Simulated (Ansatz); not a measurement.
# Work function of bcc Na face by face (PBE)

Does the work function of Na follow how densely a face is packed?

All values are computed: Ansatz 0.2.0, PBE, plane waves, scalar-relativistic unless marked; slabs or sheets with vacuum, the vacuum level from the planar mean of the electrostatic potential.

```
 face  atoms in the slab  top-layer atoms per Å²  work function (eV)
(311)                 18                   0.016                2.69
(110)                  4                   0.077                2.83
```

The densest face listed is +0.14 eV against the most open one. That fits Smoluchowski's order, though a step this small is near the scatter of thin slabs: on an open face electrons flow from the ridges into the troughs, which leaves a dipole with its positive end outwards and lowers the barrier.

The slabs are 1×1 cuts on the parent's lattice, 8.8 to 10.2 Å between the outer relaxed layers. Two faces can't establish a trend.

[Logs are printed without paths, hosts, clocks, repeated set-up lines and the standing remarks that a program may print on its own settings, such as how far it seeks lower states.]
